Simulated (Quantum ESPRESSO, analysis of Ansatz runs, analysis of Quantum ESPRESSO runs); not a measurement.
# Local vibrational mode of the vacancy with four H in Ge (QE: PBE) (Quantum ESPRESSO), part 2 of 2

How near does this set-up come to the measured local vibrational mode? Subject: vacancy with four H in Ge. Set-up: QE: PBE, GBRV 1.5 PBE, 32-site cell, PBE lattice, k: 2x2x2 shifted. The model is a cell of 32 host atoms with 1 Ge taken out and 4 H put in. The frequencies come from force constants among the defect atom and its neighbours, with the masses of the isotopes named. Other potentials or another program check that the number doesn't hang on one set of files.

Quantum ESPRESSO 7.5; QE: PBE, GBRV 1.5 PBE, 32-site cell, PBE lattice, k: 2x2x2 shifted.

So far. Step 2 (Relaxation, charge 0): Neighbours of the added atoms: H32: Ge22 1.55, H34 1.84, H33 1.84 Å; H33: Ge25 1.55, H34 1.84, H32 1.84 Å; H34: Ge26 1.55, H33 1.84, H32 1.84 Å; H35: Ge31 1.55, H33 1.84, H32 1.84 Å.

## 3. Atom Ge22 moved by 0.015 A along x

Force constants come from the forces after small displacements; symmetry gives the rest. One such run is shown.

This step: Quantum ESPRESSO plane-wave DFT, PBE, GBRV 1.5 PBE potentials; single point of a defect supercell.

Contents of pw.in:

```
&CONTROL
  calculation = 'scf'
  prefix = 'pwscf'
  outdir = './tmp'
  pseudo_dir = './pseudo'
  tprnfor = .true.
  disk_io = 'low'
/
&SYSTEM
  ibrav = 0
  nat = 35
  ntyp = 2
  ecutwfc = 45
  ecutrho = 360
  nbnd = 223
  occupations = 'smearing'
  smearing = 'fd'
  degauss = 0.00073499
/
&ELECTRONS
  conv_thr = 1d-10
  electron_maxstep = 100
  mixing_beta = 0.5
/
ATOMIC_SPECIES
Ge    72.6300 ge_pbe_v1.4.uspp.F.UPF
H      1.0080 h_pbe_v1.4.uspp.F.UPF
CELL_PARAMETERS angstrom
  -5.7552132298    5.7552132298    5.7552132298
   5.7552132298   -5.7552132298    5.7552132298
   5.7552132298    5.7552132298   -5.7552132298
ATOMIC_POSITIONS crystal
Ge     0.0000000000    0.0000000000    0.5000000000
Ge    -0.0046546117    0.2476394074    0.2476394074
[... 3 atom lines left out ...]
Ge     0.2476394074    0.2476394074   -0.0046546117
[... 4 atom lines left out ...]
Ge     0.5000000000    0.7523605926    0.2477059809
Ge     0.7522940191    0.0046546117    0.7522940191
[... 2 atom lines left out ...]
Ge     0.7522940191    0.7522940191    0.0046546117
[... 6 atom lines left out ...]
Ge     0.2316600056    0.5013031663    0.5013031663
[... 2 atom lines left out ...]
Ge     0.5000000000    0.2316600056    0.5000000000
Ge     0.5000000000    0.5000000000    0.2316600056
[... 4 atom lines left out ...]
Ge     0.7683399944    0.7683399944    0.7683399944
H      0.3867256034    0.5000000000    0.5000000000
H      0.5000000000    0.3867256034    0.5000000000
H      0.5000000000    0.5000000000    0.3867256034
H      0.6132743966    0.6132743966    0.6132743966
K_POINTS automatic
2 2 2 1 1 1
```

The run is started by

```sh
$ OMP_NUM_THREADS=1 pw.x -in pw.in > pw.out
```

The program printed:

```text
[banner, memory and clock lines left out]
          URL

     Message from routine setup:
     using ibrav=0 with symmetry is DISCOURAGED, use correct ibrav instead

     G-vector sticks info

     bravais-lattice index     =            0
     lattice parameter (alat)  =      18.8374  a.u.
     unit-cell volume          =    5145.6572 (a.u.)^3
     number of atoms/cell      =           35
     number of atomic types    =            2
     number of electrons       =       438.00
     number of Kohn-Sham states=          223
     kinetic-energy cutoff     =      45.0000  Ry
     charge density cutoff     =     360.0000  Ry
     scf convergence threshold =      1.0E-10
     mixing beta               =       0.5000
     number of iterations used =            8  plain     mixing
     Exchange-correlation=  SLA  PW   PBX  PBC
                           (   1   4   3   4   0   0   0)

     celldm(1)=  18.837398  celldm(2)=   0.000000  celldm(3)=   0.000000
     celldm(4)=   0.000000  celldm(5)=   0.000000  celldm(6)=   0.000000

     crystal axes: (cart. coord. in units of alat)
               a(1) = (  -0.577350   0.577350   0.577350 )
               a(2) = (   0.577350  -0.577350   0.577350 )
               a(3) = (   0.577350   0.577350  -0.577350 )

     reciprocal axes: (cart. coord. in units 2 pi/alat)
               b(1) = ( -0.000000  0.866025  0.866025 )
               b(2) = (  0.866025 -0.000000  0.866025 )
               b(3) = (  0.866025  0.866025  0.000000 )

     PseudoPot. # 1 for Ge read from file:
     ge_pbe_v1.4.uspp.F.UPF
     Pseudo is Ultrasoft + core correction, Zval = 14.0
     Generated by new atomic code, or converted to UPF format
     Using radial grid of  873 points,  6 beta functions with:
                l(1) =   0
                l(2) =   0
                l(3) =   1
                l(4) =   1
                l(5) =   2
                l(6) =   2
     Q(r) pseudized with  8 coefficients,  rinner =    1.400   1.400   1.400
                                                       1.400   1.400

     PseudoPot. # 2 for H  read from file:
     h_pbe_v1.4.uspp.F.UPF
     Pseudo is Ultrasoft, Zval =  1.0
     Generated by new atomic code, or converted to UPF format
     Using radial grid of  615 points,  2 beta functions with:
                l(1) =   0
                l(2) =   0
     Q(r) pseudized with  8 coefficients,  rinner =    0.700

     atomic species   valence    mass     pseudopotential
     Ge               14.00    72.63000     Ge( 1.00)
     H                 1.00     1.00800     H ( 1.00)

      2 Sym. Ops. (no inversion) found

   Cartesian axes

     site n.     atom                  positions (alat units)
         1        Ge     tau(   1) = (   0.2886751   0.2886751  -0.2886751  )
         2        Ge     tau(   2) = (   0.2886367  -0.0026873  -0.0026873  )
         3        Ge     tau(   3) = (   0.2886751  -0.2886751   0.2886751  )
         4        Ge     tau(   4) = (   0.8659870   0.0026873   0.0026873  )
         5        Ge     tau(   5) = (  -0.0026873   0.2886367  -0.0026873  )
         6        Ge     tau(   6) = (  -0.0026873  -0.0026873   0.2886367  )
         7        Ge     tau(   7) = (   0.5800376   0.2887136  -0.0026873  )
         8        Ge     tau(   8) = (   0.5800376  -0.0026873   0.2887136  )
         9        Ge     tau(   9) = (  -0.2886751   0.2886751   0.2886751  )
        10        Ge     tau(  10) = (   0.2887136   0.5800376  -0.0026873  )
[...]
27        Ge     tau(  27) = (   0.1447511  -0.1456616   0.7230119  )
        28        Ge     tau(  28) = (  -0.1456616   0.7230119   0.1447511  )
        29        Ge     tau(  29) = (  -0.1447511   0.4316886   0.4316886  )
        30        Ge     tau(  30) = (  -0.1456616   0.1447511   0.7230119  )
        31        Ge     tau(  31) = (   0.4436013   0.4436013   0.4436013  )
        32        H      tau(  32) = (   0.3540741   0.2232761   0.2232761  )
        33        H      tau(  33) = (   0.2232761   0.3540741   0.2232761  )
        34        H      tau(  34) = (   0.2232761   0.2232761   0.3540741  )
        35        H      tau(  35) = (   0.3540741   0.3540741   0.3540741  )

     number of k points=     3  Fermi-Dirac smearing, width (Ry)=  0.0007
                       cart. coord. in units 2pi/alat
        k(    1) = (   0.4330127   0.4330127   0.4330127), wk =   0.5000000
        k(    2) = (   0.0000000   0.0000000   0.4330127), wk =   1.0000000
        k(    3) = (   0.4330127   0.0000000   0.0000000), wk =   0.5000000

     Dense  grid:   593593 G-vectors     FFT dimensions: ( 120, 120, 120)

     Smooth grid:   209883 G-vectors     FFT dimensions: (  81,  81,  81)

     Initial potential from superposition of free atoms

     starting charge     437.9729, renormalised to     438.0000
     Starting wfcs are  283 randomized atomic wfcs

     Self-consistent Calculation

     iteration #  1     ecut=    45.00 Ry     beta= 0.50
     Davidson diagonalization with overlap
     ethr =  1.00E-02,  avg # of iterations =  2.0

     Threshold (ethr) on eigenvalues was too large:
     Diagonalizing with lowered threshold

     Davidson diagonalization with overlap
     ethr =  1.55E-04,  avg # of iterations =  2.0

     total energy              =   -6627.70244624 Ry
     estimated scf accuracy    <       0.71684219 Ry

     iteration #  2     ecut=    45.00 Ry     beta= 0.50
     Davidson diagonalization with overlap
     ethr =  1.64E-04,  avg # of iterations =  2.0

     total energy              =   -6627.71548243 Ry
     estimated scf accuracy    <       0.14488295 Ry

     iteration #  3     ecut=    45.00 Ry     beta= 0.50
     Davidson diagonalization with overlap
     ethr =  3.31E-05,  avg # of iterations =  5.7

     total energy              =   -6627.72220145 Ry
     estimated scf accuracy    <       0.04119666 Ry

     iteration #  4     ecut=    45.00 Ry     beta= 0.50
     Davidson diagonalization with overlap
     ethr =  9.41E-06,  avg # of iterations =  3.7

     total energy              =   -6627.72924497 Ry
     estimated scf accuracy    <       0.00190409 Ry

     iteration #  5     ecut=    45.00 Ry     beta= 0.50
     Davidson diagonalization with overlap
     ethr =  4.35E-07,  avg # of iterations =  3.0

     total energy              =   -6627.72955587 Ry
     estimated scf accuracy    <       0.00015592 Ry

     iteration #  6     ecut=    45.00 Ry     beta= 0.50
     Davidson diagonalization with overlap
     ethr =  3.56E-08,  avg # of iterations =  4.0

     total energy              =   -6627.72959007 Ry
     estimated scf accuracy    <       0.00003495 Ry

     iteration #  7     ecut=    45.00 Ry     beta= 0.50
     Davidson diagonalization with overlap
     ethr =  7.98E-09,  avg # of iterations =  3.3

     total energy              =   -6627.72959961 Ry
     estimated scf accuracy    <       0.00000322 Ry

     iteration #  8     ecut=    45.00 Ry     beta= 0.50
     Davidson diagonalization with overlap
     ethr =  7.36E-10,  avg # of iterations =  3.0

     total energy              =   -6627.72960067 Ry
     estimated scf accuracy    <       0.00000034 Ry

     iteration #  9     ecut=    45.00 Ry     beta= 0.50
     Davidson diagonalization with overlap
     ethr =  7.87E-11,  avg # of iterations =  4.7

     total energy              =   -6627.72960088 Ry
     estimated scf accuracy    <       0.00000018 Ry

     iteration # 10     ecut=    45.00 Ry     beta= 0.50
     Davidson diagonalization with overlap
     ethr =  4.07E-11,  avg # of iterations =  3.3

     total energy              =   -6627.72960091 Ry
     estimated scf accuracy    <       0.00000002 Ry

     iteration # 11     ecut=    45.00 Ry     beta= 0.50
     Davidson diagonalization with overlap
     ethr =  4.98E-12,  avg # of iterations =  4.0

     total energy              =   -6627.72960092 Ry
     estimated scf accuracy    <          4.1E-09 Ry

     iteration # 12     ecut=    45.00 Ry     beta= 0.50
     Davidson diagonalization with overlap
     ethr =  9.40E-13,  avg # of iterations =  3.0

     total energy              =   -6627.72960092 Ry
     estimated scf accuracy    <          6.2E-10 Ry

     iteration # 13     ecut=    45.00 Ry     beta= 0.50
     Davidson diagonalization with overlap
     ethr =  1.43E-13,  avg # of iterations =  3.3

     End of self-consistent calculation

          k = 0.4330 0.4330 0.4330 ( 26284 PWs)   bands (ev):

   -17.2630 -17.2613 -17.2611 -17.2604 -17.2580 -17.2580 -17.2571 -17.2559
   -17.2550 -17.2539 -17.2538 -17.2531 -17.2488 -17.2483 -17.2479 -17.2456
   -17.2398 -17.2394 -17.2393 -17.2390 -17.2388 -17.2301 -17.2299 -17.2296
   -17.2231 -17.2216 -17.2212 -17.2209 -17.2208 -17.2145 -17.2133 -17.2127
   -17.2117 -17.1900 -17.1899 -17.1894 -17.1755 -17.1749 -17.1746 -17.1688
   -17.1685 -17.1681 -17.1654 -17.1654 -17.1629 -17.1576 -17.1573 -17.1571
   -17.1562 -17.1560 -17.1555 -17.1452 -17.1445 -17.1300 -17.1289 -17.1286
   -17.1283 -17.1239 -17.1239 -17.1237 -17.1133 -17.1133 -17.1129 -17.1045
   -17.1040 -17.1040 -17.1037 -17.1032 -17.1032 -17.1026 -17.1024 -17.1021
   -17.0928 -17.0923 -17.0921 -17.0915 -17.0914 -17.0911 -17.0832 -17.0830
[...]
6.6572   6.6595   6.6613   8.0666   8.0671   8.0705   8.3050

          k = 0.0000 0.0000 0.4330 ( 26259 PWs)   bands (ev):

[...]
6.1904   6.6367   6.6371   8.2367   8.7751   8.7768   8.9138

          k = 0.4330 0.0000 0.0000 ( 26259 PWs)   bands (ev):

[...]
0.0923   0.5087   0.5109   0.5164   0.5815   0.9897   2.0580   2.0639
     2.1816   2.5510   3.4008   3.4026   3.4307   3.5889   4.0097   4.1140
     4.1149   4.2213   4.5633   4.6069   4.6106   4.7864   4.7892   4.7956
     4.7960   4.8569   4.8616   4.8975   4.9094   5.0146   5.0178   5.0339
     5.1602   5.8237   5.9114   5.9136   5.9891   6.0319   6.0354   6.0557
     6.1853   6.6343   6.6382   8.2357   8.7735   8.7764   8.9135

     the Fermi energy is     7.3652 ev

!    total energy              =   -6627.72960092 Ry
     estimated scf accuracy    <          4.0E-11 Ry
     smearing contrib. (-TS)   =       0.00000000 Ry
     internal energy E=F+TS    =   -6627.72960092 Ry

     The total energy is F=E-TS. E is the sum of the following terms:
     one-electron contribution =   -4519.58022152 Ry
     hartree contribution      =    2650.81096272 Ry
     xc contribution           =   -1810.02457901 Ry
     ewald contribution        =   -2948.93576311 Ry

     convergence has been achieved in  13 iterations

     Forces acting on atoms (cartesian axes, Ry/au):

     atom    1 type  1   force =    -0.00002380   -0.00003173   -0.00003105
     atom    2 type  1   force =     0.00197558    0.00119939    0.00119939
     atom    3 type  1   force =    -0.00002380   -0.00003105   -0.00003173
     atom    4 type  1   force =     0.00025754   -0.00011387   -0.00011387
     atom    5 type  1   force =     0.00024565    0.00022782    0.00009303
     atom    6 type  1   force =     0.00024565    0.00009303    0.00022782
     atom    7 type  1   force =     0.00141957    0.00105354   -0.00097555
     atom    8 type  1   force =     0.00141957   -0.00097555    0.00105354
     atom    9 type  1   force =     0.00010788   -0.00002633   -0.00002633
     atom   10 type  1   force =    -0.00022780   -0.00009975    0.00015085
[...]
atom   31 type  1   force =     0.00026913    0.00032976    0.00032976
     atom   32 type  2   force =     0.00324522   -0.00276078   -0.00276078
     atom   33 type  2   force =    -0.00017699    0.00016337   -0.00027640
     atom   34 type  2   force =    -0.00017699   -0.00027640    0.00016337
     atom   35 type  2   force =     0.00028413    0.00024548    0.00024548

     Total force =     0.010268     Total SCF correction =     0.000031
```

The job ended after 20 min (1 thread of Arm Neoverse V2, shared host; peak memory 3.3 GiB).

At this level the gap is 1.41 eV on the k-mesh of the self-consistent run, which can miss the band edges.

## 4. Local vibrational modes

Analysis of the runs above: force constants by central differences of Quantum ESPRESSO plane-wave DFT, PBE, GBRV 1.5 PBE potentials forces among the atoms nearest to a defect, the others at rest.

The modes with the largest weight on the probed atoms (the light atom of a pair), for the masses of each isotope. Modes of the displaced atoms (local only where they lie over the host's phonons):

```csv
isotopes,mode (cm⁻¹),share of the defect atoms
H,2040,0.989
H,2013,0.988
H,2013,0.988
H,2013,0.988
H,540.7,0.991
H,540.7,0.991
H,540.7,0.991
H,525.4,0.991
H,525.4,0.991
H,480.5,0.978
H,480.5,0.978
H,480.5,0.978
D,1451,0.978
D,1433,0.975
D,1433,0.975
D,1433,0.975
D,384.5,0.976
D,384.5,0.976
D,384.5,0.976
D,373.6,0.975
D,373.6,0.975
D,344.5,0.936
D,344.5,0.936
D,344.5,0.936
```

## 5. Summary of results

| Quantity | Value |
| --- | --- |
| distance from the defect atom to its nearest neighbour | 1.546 Å |
| Ge-H stretch, T2 | 2013 cm⁻¹ |

**Reading.** Ge-H stretch, T2: computed 2013 cm⁻¹, measured 2061.5 cm⁻¹; 48 cm⁻¹ (2 %) below the measurement. The computed value is harmonic, while the measured line is the anharmonic fundamental, which for X–H stretches usually lies a few per cent lower. Only the named neighbours move, so modes near the host's band are approximate.

[Logs are printed without paths, hosts, clocks, repeated set-up lines and the standing remarks that a program may print on its own settings, such as how far it seeks lower states.]

[Hosts, paths, dates, database ids (printed as entryN), source tags and the programs' standing remarks are cut or masked in the printed files.]

[For some hosts the program warned that the k-mesh of the response run may be too coarse for force constants and the static dielectric constant; such warnings are not shown here.]
